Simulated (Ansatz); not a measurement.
# KSrCl3 (model cell, started as cubic perovskite with Sr in the octahedra): a soft mode frozen in, part 2 of 3

Which phase does KSrCl3 (model cell, started as cubic perovskite with Sr in the octahedra) fall into along its unstable mode, and how much energy does it gain?

Ansatz 0.2.0; DFT PBEsol, scalar-relativistic, plane waves, PAW; PAW set soft_1.

So far, highest frequency on the path or at a solved wavevector (cm⁻¹): step 2 (response at finite wavevector) 288. Also lowest frequency on the path (cm⁻¹): step 2 -67.2.

The structure was built from a prototype and need not be the compound's stable phase.

### Step 6. Relaxation from the frozen mode

Starting from the lowest point found, all atoms and the cell are let go, so that strain and other modes of the same symmetry can join in.

input.yaml

```yaml
crystal:
  lattice:
    - [-5.5845481721, 0.0, 0.0]
    - [0.0, -5.5845481721, -5.5845481721]
    - [0.0, -5.5845481721, 5.5845481721]
  atoms:
    - { symbol: K, position: [0.0, 0.5, 0.5] }
    - { symbol: K, position: [0.0, 0.0, 0.0] }
    - { symbol: Sr, position: [0.5, 0.0, 0.5] }
    - { symbol: Sr, position: [0.5, 0.5, 0.0] }
    - { symbol: Cl, position: [0.5, 0.3037196548, 0.3037196548] }
    - { symbol: Cl, position: [0.5, 0.6962803452, 0.6962803452] }
    - { symbol: Cl, position: [0.5, 0.1962803452, 0.8037196548] }
    - { symbol: Cl, position: [0.5, 0.8037196548, 0.1962803452] }
    - { symbol: Cl, position: [0.0, 0.0, 0.5] }
    - { symbol: Cl, position: [0.0, 0.5, 0.0] }
kpoints:
  mp_grid: { grid: [4, 4, 4] }
hamiltonian:
  xc: pbesol
  pseudopotentials: { kind: paw, azcp: { folder: soft_1 }, xc_functional: pbe }
scf:
  occupations: { method: fixed }
output:
  forces: true
  stress: true
  eigenvalues: true
  write_density: true
  write_potential: true
  elf: true
  volumetric_format: npy
relax:
  adjacent_minimum: "off"
  f_tol: 0.002
  max_steps: 120
  cell: { stress_tol: 0.03 }
```

Started as:

```sh
> ansatz run input.yaml --threads 4 --pin off --max-ram 16384MiB --backend cpu --events-out ev --progress --plain --runs-dir out
```

Numbers of over 12 decimals in the logs are rounded to 6 here.

The program printed:

```text
[...]
Crystal: 10 atoms, lattice volume = 348.333 Å³
Basis set: ecut = 420 eV, 6795 PW (Γ), exchange–correlation on 80×108×108 points (8 copies of the dense FFT grid, shifted against one another)
Bands: 50, of which v1, the nominal top of the filled ones, is band 40 counted from 1 (39 counted from 0)
Symmetry: 16 space group operations
[...]
k-points: 18 of 64
[...]
SCF iter   1: F=—  HF=-16407.799960 eV  |F-HF|=—  |Δ(HF+E_count)|=         —  Δρ=4.10e-2  dr2=1.06e1  ethr=3.10e-3  ⟨swp⟩=8.9  Hψ=4989  notcnv=0  defer=127
[...]
SCF iter   8: F=-16403.468006 eV  HF=-16403.468006 eV  |F-HF|=5.48e-8  |Δ(HF+E_count)|=   3.46e-6  Δρ=4.53e-6  dr2=9.13e-8  ethr=1.25e-10  ⟨swp⟩=27.0  Hψ=11556  notcnv=0
SCF 1 converged in 8 iterations: F = -16403.468006 eV  dr2 = 9.13e-8
[...]
relax step   1: F+E_penalty+E_count = -16403.46800580 eV  Δ(F+E_penalty+E_count) = +0.000e0 eV  max|allowed force component| = 1.633e-1 eV/Å  Δτ_max = 0.0000 Å  P = -0.742 GPa  Ω = 348.333 Å³  (8 SCF iters, dr2 threshold 1.00e-7 eV, accepted)
Crystal: 10 atoms, lattice volume = 340.236 Å³
Basis set: ecut = 420 eV, 6627 PW (Γ), exchange–correlation on 80×108×108 points (8 copies of the dense FFT grid, shifted against one another)
[...]
iter 1 solved again at ethr=2.02e-5 eV; its pass at ethr=3.10e-3 eV (dr2=1.61e-2 eV) is discarded
[...]
SCF iter   5: F=-16403.571090 eV  HF=-16403.571089 eV  |F-HF|=8.63e-7  |Δ(HF+E_count)|=   9.13e-6  Δρ=1.36e-5  dr2=6.03e-7  ethr=1.25e-9  ⟨swp⟩=24.9  Hψ=10715  notcnv=0
SCF 2 converged in 5 iterations: F = -16403.571090 eV  dr2 = 6.03e-7
relax step   2: F+E_penalty+E_count = -16403.57108950 eV  Δ(F+E_penalty+E_count) = -1.031e-1 eV  max|allowed force component| = 1.691e-1 eV/Å  Δτ_max = 0.0943 Å  P = -0.503 GPa  Ω = 340.236 Å³  energy of the carried Pulay correction = +1.551e-4 eV  (5 SCF iters, dr2 threshold 1.00e-6 eV, accepted)
Crystal: 10 atoms, lattice volume = 327.678 Å³
Basis set: ecut = 420 eV, 6375 PW (Γ), exchange–correlation on 80×108×108 points (8 copies of the dense FFT grid, shifted against one another)
[...]
SCF iter   6: F=-16403.706173 eV  HF=-16403.706173 eV  |F-HF|=2.86e-7  |Δ(HF+E_count)|=   4.70e-6  Δρ=4.49e-6  dr2=1.01e-7  ethr=1.25e-9  ⟨swp⟩=23.9  Hψ=10114  notcnv=0
SCF 3 converged in 6 iterations: F = -16403.706173 eV  dr2 = 1.01e-7
relax step   3: F+E_penalty+E_count = -16403.70617303 eV  Δ(F+E_penalty+E_count) = -1.351e-1 eV  max|allowed force component| = 7.171e-2 eV/Å  Δτ_max = 0.1950 Å  P = -0.199 GPa  Ω = 327.678 Å³  energy of the carried Pulay correction = +4.030e-4 eV  (6 SCF iters, dr2 threshold 1.00e-6 eV, accepted)
[...]
relax step   4: F+E_penalty+E_count = -16403.70201952 eV  Δ(F+E_penalty+E_count) = +4.154e-3 eV  max|allowed force component| = 1.506e-1 eV/Å  Δτ_max = 0.1482 Å  P = +0.074 GPa  Ω = 318.735 Å³  energy of the carried Pulay correction = +5.853e-4 eV  (6 SCF iters, dr2 threshold 3.21e-7 eV, rejected (line search))
[...]
relax step   5: F+E_penalty+E_count = -16403.72204405 eV  Δ(F+E_penalty+E_count) = -1.587e-2 eV  max|allowed force component| = 1.814e-2 eV/Å  Δτ_max = 0.0571 Å  P = -0.026 GPa  Ω = 322.973 Å³  energy of the carried Pulay correction = +4.983e-4 eV  (9 SCF iters, accepted)
[...]
relax step   6: F+E_penalty+E_count = -16403.72277337 eV  Δ(F+E_penalty+E_count) = -7.293e-4 eV  max|allowed force component| = 1.845e-3 eV/Å  Δτ_max = 0.0131 Å  P = -0.009 GPa  Ω = 322.210 Å³  energy of the carried Pulay correction = +5.139e-4 eV  (5 SCF iters, dr2 threshold 2.06e-8 eV, accepted)
[...]
SCF iter   1: F=—  HF=-16403.722195 eV  |F-HF|=—  |Δ(HF+E_count)|=         —  Δρ=2.88e-5  dr2=2.99e-7  ethr=3.78e-7  ⟨swp⟩=4.6  Hψ=7358  notcnv=0  defer=142
eigensolver tolerance schedule: the retry pair's looser diagonalisation over-reported the residual by 1010.49 of it (diagonalisation noise at 0.14 of the residual, at the tolerance the schedule requests for it); recorded, not acted on — ethr = c·dr2/N_el stays at c = 1.0e-1
[...]
SCF iter   2: F=—  HF=-16403.722385 eV  |F-HF|=—  |Δ(HF+E_count)|=   1.89e-4  Δρ=1.51e-5  dr2=7.92e-8  ethr=3.74e-10  ⟨swp⟩=3.4  Hψ=2032  notcnv=0  defer=142
[...]
SCF iter   5: F=-16403.722385 eV  HF=-16403.722385 eV  |F-HF|=4.00e-11  |Δ(HF+E_count)|=  4.62e-10  Δρ=8.14e-8  dr2=1.48e-11  ethr=1.00e-12  ⟨swp⟩=23.4  Hψ=8578  notcnv=0
SCF 7 converged in 5 iterations: F = -16403.722385 eV  dr2 = 1.48e-11
relax step   7: F+E_penalty+E_count = -16403.72238533 eV  Δ(F+E_penalty+E_count) = +3.880e-4 eV  max|allowed force component| = 1.873e-3 eV/Å  Δτ_max = 0.0000 Å  P = -0.010 GPa  Ω = 322.210 Å³  stress off target by 1.26e-2 GPa  SCF on the basis re-selected at this cell (its energy is not comparable with the rows above)  (5 SCF iters)
basis re-selected at this cell: Δ(F+E_penalty+E_count) = +3.880e-4 eV, ΔP = -0.001 GPa vs the last step (what re-selecting the basis moved, of the pressure what is left beyond the Pulay correction that the steps carried, after the strain that the cell walked since its last selection, with what the two solves' SCF thresholds leave and, on support functions, any second-order correction that the steps lacked; it is no m [...]
SCF converged after 5 iterations
Free energy (F): -16403.722385 eV
[...]
Internal energy: -16403.722385 eV  (E = F + TS)
E sigma→0 (E₀):  -16403.722385 eV
Fermi energy:    1.341677 eV
[...]
--- Forces (eV/Å), atoms counted from 1 ---
  atom   1  K     -0.00000000     0.00000000     0.00000000
  atom   2  K      0.00000000    -0.00000000     0.00000000
  atom   3  Sr     0.00000000     0.00000000     0.00000000
  atom   4  Sr     0.00000000    -0.00000000     0.00000000
  atom   5  Cl     0.00000000    -0.00187313    -0.00000000
  atom   6  Cl    -0.00000000     0.00187313     0.00000000
  atom   7  Cl    -0.00000000     0.00000000     0.00187313
  atom   8  Cl     0.00000000    -0.00000000    -0.00187313
  atom   9  Cl     0.00000000    -0.00000000    -0.00000000
  atom  10  Cl     0.00000000    -0.00000000     0.00000000
  max |Σ_I F_I| component: 8.67e-19 eV/Å
--- Stress (GPa, compression-positive) ---
       -0.012597       0.000000      -0.000000
        0.000000      -0.008238      -0.000000
       -0.000000      -0.000000      -0.008238
  P = ⅓ Tr σ = -0.0097 GPa (-0.097 kbar)
--- Band table (eV; the first three rows and the last of 18) ---
  k-point 0: bands = [... 36 lower, 0.8288, 0.9262, 1.3417, 1.3417, 6.0597, 7.1293, 7.1293, 7.7788, ... 6 higher]
  k-point 1: bands = [... 36 lower, 0.8365, 0.8930, 1.1962, 1.3072, 6.3967, 7.2788, 7.2957, 7.8883, ... 6 higher]
  k-point 2: bands = [... 36 lower, 0.8004, 0.8004, 1.2415, 1.2415, 7.1833, 7.1833, 7.5973, 7.5973, ... 6 higher]
  k-point 17: bands = [... 36 lower, 1.0231, 1.0231, 1.0516, 1.0516, 8.0867, 8.0867, 8.4754, 8.4754, ... 6 higher]
--- Relaxed structure (6 steps of the walk, 5 accepted, 1 SCFs on fresh bases) ---
  F+E_penalty+E_count = -16403.72238533 eV   max|allowed force component| = 1.873e-3 eV/Å   (the final SCF, on the basis selected at the relaxed cell)
  cell:  # Å, volume = 322.2105 Å³
    - [-5.601031, 0, 0]
    - [0, -5.363161, -5.363161]
    - [0, -5.363161, 5.363161]
  atoms:
    - { symbol: K, position: [0, 0.5, 0.5] }
    - { symbol: K, position: [0, 1.8637749259394274e-19, 0] }
    - { symbol: Sr, position: [0.5, 0.0, 0.5] }
    - { symbol: Sr, position: [0.5, 0.5, 0.0] }
    - { symbol: Cl, position: [0.5, 0.335915, 0.335915] }
    - { symbol: Cl, position: [0.5, 0.664085, 0.664085] }
    - { symbol: Cl, position: [0.5, 0.164085, 0.835915] }
    - { symbol: Cl, position: [0.5, 0.835915, 0.164085] }
    - { symbol: Cl, position: [0, 0.0, 0.5] }
    - { symbol: Cl, position: [0, 0.5, 0.0] }
```

The job ended after 45 s (4 threads of Arm Neoverse V1, shared host; peak memory 0.83 GiB; 2.9 min of CPU time).

Relaxation path:

```csv
step,energy less that of the first step (eV),largest force component (eV/Å),pressure (GPa),volume (Å³)
1,0.0000,0.1633,-0.74,348.33
2,-0.1031,0.1691,-0.50,340.24
3,-0.2382,0.0717,-0.20,327.68
4,-0.2340,0.1506,0.07,318.73
5,-0.2540,0.0181,-0.03,322.97
6,-0.2548,0.0018,-0.01,322.21
7*,-0.2544,0.0019,-0.01,322.21
```

Relaxation steps marked * repeat the geometry before them on a plane-wave basis chosen anew for their cell, so energy and pressure can jump there. Relaxation step 4 was tried and not accepted.

The run keeps the 16 symmetry operations that it works with, so distortions that break them were not tested.

```csv
cell as run,before,after,change
a (Å),5.585,5.601,+0.3 %
b (Å),7.898,7.585,-4.0 %
c (Å),7.898,7.585,-4.0 %
volume (Å³/atom),34.83,32.22,-7.5 %
```

The atoms that moved most (Å, as changes of fractional coordinates times the final cell):

```csv
atom,dx,dy,dz,length
Cl5,0.000,-0.345,0.000,0.345
Cl6,0.000,0.345,0.000,0.345
Cl7,0.000,0.000,0.345,0.345
Cl8,0.000,0.000,-0.345,0.345
```

The relaxed structure:

```cif
data_structure
_symmetry_space_group_name_H-M 'P 1'
_symmetry_Int_Tables_number 1
_cell_length_a 5.6010
_cell_length_b 7.5847
_cell_length_c 7.5847
_cell_angle_alpha 90.000
_cell_angle_beta 90.000
_cell_angle_gamma 90.000
_cell_volume 322.21
loop_
_atom_site_label
_atom_site_type_symbol
_atom_site_fract_x
_atom_site_fract_y
_atom_site_fract_z
_atom_site_occupancy
K1 K 0.00000 0.50000 0.50000 1
K2 K 0.00000 0.00000 0.00000 1
Sr3 Sr 0.50000 0.00000 0.50000 1
Sr4 Sr 0.50000 0.50000 0.00000 1
Cl5 Cl 0.50000 0.33591 0.33591 1
Cl6 Cl 0.50000 0.66409 0.66409 1
Cl7 Cl 0.50000 0.16409 0.83591 1
Cl8 Cl 0.50000 0.83591 0.16409 1
Cl9 Cl 0.00000 0.00000 0.50000 1
Cl10 Cl 0.00000 0.50000 0.00000 1
```

This step gave:

- pressure: -0.009691 GPa
- gap on the k-mesh: 4.718 eV
- volume per atom: 32.22 Å³

Valence density in the ac plane at fractional y = 0.000, with atoms of K and Sr and Cl within 0.2 Å of it. It is the smooth field of the valence electrons, not physical close to the nuclei.

Ten even steps from '0' (0.0 e/Å³) to '9' (4.2 e/Å³), each cell a mean:
```
9620000000000148
4310000000000014
1000000000000000
0000000000000000
0000000000000000
0000000000000000
0000000000000000
1100000111000001
3210002443100013
2320014555200133
1320015545300133
3310013554200123
2100001222000012
0000000000000000
0000000000000000
0000000000000000
0000000000000000
0000000000000000
2100000000000012
7510000000000036
9730000000000159
```
Columns run along a (5.6 Å), rows up along c (7.6 Å). Atoms in or near the plane, at fractional coordinates: K at (0.00, 0.00), Sr at (0.50, 0.50), Cl at (0.00, 0.50).

ELF in the ac plane at fractional y = 0.000, with atoms of K and Sr and Cl within 0.2 Å of it. It is the smooth field of the valence electrons, not physical close to the nuclei.

Ten even steps from '_' (0.01) to '@' (0.87), each cell a mean:
```
%%@@@@==______......____..##@@@@
@@@@##::__..--++++==::____==@@@@
%%**--____--**######++..__..++##
::..____..==##%%%%##**::______..
__________--++******==::________
::::..______..::::::..______..::
####==..______....________--**##
@@@@%%==__..==**##**::__..**%%@@
@@@@@@**..==@@@@@@@@##..::%%@@@@
++%%@@**..**@@**--%%@@----@@@@##
::##@@##..##@@--..##@@----@@@@++
%%@@@@**..++@@%%##@@%%::--%%@@@@
@@@@%%++__::##%%@@%%++__::##@@@@
@@%%**::____..----::____..==##%%
++==::________....________..--++
__________::====++==--..________
________..==**######++::________
++==..____==####%%##**::____::++
@@@@++..__::++******==..__--##@@
@@@@%%--____..::::::..____**@@@@
##@@@@++________________..%%@@%%
```
Columns run along a (5.6 Å), rows up along c (7.6 Å). Atoms in or near the plane, at fractional coordinates: K at (0.00, 0.00), Sr at (0.50, 0.50), Cl at (0.00, 0.50).

Electrostatic potential energy in the ac plane at fractional y = 0.000, with atoms of K and Sr and Cl within 0.2 Å of it. With pseudopotentials it is smooth inside the atoms' cores, unlike the true potential.

Values in eV, 21 rows by 16 columns, each cell a mean:
```
-44 -36 -15   1   5   7   8   8   8   8   8   6   4  -4 -25 -41
-28 -18  -4   3   6   7   8   8   8   8   8   7   5   1 -10 -24
 -5  -2   2   5   7   7   8   7   7   7   8   7   6   4   1  -3
  3   4   5   6   7   7   7   7   6   7   7   7   7   6   5   4
  6   6   7   7   7   7   7   7   6   7   7   7   7   7   6   6
  7   7   7   7   7   7   6   5   5   6   6   7   7   7   7   7
  7   7   7   7   6   5   3   1   1   2   4   5   7   7   7   7
 -1   2   6   6   5   2  -3  -9 -11  -6  -1   3   6   6   5   0
-27 -17  -1   4   3  -3 -20 -46 -53 -36 -10   0   4   3  -7 -24
-38 -34 -13   2   1  -8 -47 -66 -66 -65 -25  -3   3  -1 -24 -37
-38 -36 -16   2   1 -10 -53 -66 -66 -65 -31  -4   2  -3 -28 -38
-35 -27  -6   4   2  -6 -33 -62 -66 -54 -16  -1   3   1 -16 -33
-12  -4   4   6   4  -1  -8 -21 -25 -15  -4   2   5   5   1  -9
  5   6   7   7   6   4   1  -2  -3  -1   2   5   6   7   7   5
  7   7   7   7   7   6   5   4   4   4   5   6   7   7   7   7
  7   7   7   7   7   7   7   6   6   6   7   7   7   7   7   7
  5   5   6   7   7   7   7   7   6   7   7   7   7   6   6   5
  0   2   4   6   7   7   7   7   7   7   8   7   6   5   3   1
-17 -10  -1   4   6   7   8   8   7   8   8   7   5   2  -4 -14
-39 -29 -10   2   6   7   8   8   8   8   8   7   4  -2 -19 -35
-47 -39 -18   0   5   7   8   8   8   8   8   6   3  -6 -29 -44
```
Columns run along a (5.6 Å; values clipped at the 3rd and 97th percentile), rows up along c (7.6 Å). Atoms in or near the plane, at fractional coordinates: K at (0.00, 0.00), Sr at (0.50, 0.50), Cl at (0.00, 0.50).

The distorted start has space group P4/mbm; the relaxation ends in P4/mbm.

### Step 7. The new phase in its own primitive cell

The relaxed structure is symmetrised, reduced to its primitive cell and relaxed tightly, as its phonons need.

input.yaml

```yaml
crystal:
  lattice:
    - [7.5846547329, 0.0, 0.0]
    - [0.0, 7.5846547329, 0.0]
    - [0.0, 0.0, 5.6010312466]
  atoms:
    - { symbol: K, position: [0.5, 0.0, 0.0] }
    - { symbol: K, position: [0.0, 0.5, 0.0] }
    - { symbol: Sr, position: [0.0, 0.0, 0.5] }
    - { symbol: Sr, position: [0.5, 0.5, 0.5] }
    - { symbol: Cl, position: [0.3359146199, 0.8359146199, 0.5] }
    - { symbol: Cl, position: [0.6640853801, 0.1640853801, 0.5] }
    - { symbol: Cl, position: [0.1640853801, 0.3359146199, 0.5] }
    - { symbol: Cl, position: [0.8359146199, 0.6640853801, 0.5] }
    - { symbol: Cl, position: [0.0, 0.0, 0.0] }
    - { symbol: Cl, position: [0.5, 0.5, 0.0] }
kpoints:
  mp_grid: { grid: [4, 4, 4] }
hamiltonian:
  xc: pbesol
  pseudopotentials: { kind: paw, azcp: { folder: soft_1 }, xc_functional: pbe }
scf:
  occupations: { method: fixed }
output:
  forces: true
  stress: true
  eigenvalues: true
relax:
  adjacent_minimum: "off"
  f_tol: 0.001
  max_steps: 60
  cell: { stress_tol: 0.01 }
```

The program printed:

```text
[...]
Crystal: 10 atoms, lattice volume = 322.210 Å³
Basis set: ecut = 420 eV, 6291 PW (Γ), exchange–correlation on 108×108×80 points (8 copies of the dense FFT grid, shifted against one another)
Bands: 50, of which v1, the nominal top of the filled ones, is band 40 counted from 1 (39 counted from 0)
Symmetry: 16 space group operations
[...]
k-points: 18 of 64
[...]
- { symbol: K, position: [0, 0.500000, 0.0] }
    - { symbol: Sr, position: [0, 0, 0.500000] }
    - { symbol: Sr, position: [0.500000, 0.500000, 0.500000] }
    - { symbol: Cl, position: [0.335981, 0.835981, 0.500000] }
    - { symbol: Cl, position: [0.664019, 0.164019, 0.500000] }
    - { symbol: Cl, position: [0.164019, 0.335981, 0.500000] }
    - { symbol: Cl, position: [0.835981, 0.664019, 0.500000] }
    - { symbol: Cl, position: [0, 0, 0.0] }
    - { symbol: Cl, position: [0.500000, 0.500000, 0.0] }
[key lines of the parts left out:]
SCF converged after 7 iterations
Free energy (F): -16403.722392 eV
Fermi energy:    1.344807 eV
P = ⅓ Tr σ = -0.0045 GPa (-0.045 kbar)
```

The job ended after 19 s (4 threads; peak memory 0.79 GiB).

Little changed from the start: no atom moved by 0.005 Å and no cell edge by 0.1 %.

This step gave:

```yaml
pressure: -0.004531 GPa
volume_per_atom: 32.21 Å³
direct_gap_on_mesh: 4.718 eV
```

The largest force component left is 0.66 meV/Å and the pressure is -0.005 GPa, within the tolerances set. The cell now holds 32.21 Å³/atom.

(Part 2 of 3 ends here.)

[Logs are printed without paths, hosts, clocks, repeated set-up lines and the standing remarks that a program may print on its own settings, such as how far it seeks lower states.]

[Hosts, paths, dates, database ids (printed as entryN), source tags and the programs' standing remarks are cut or masked in the printed files.]
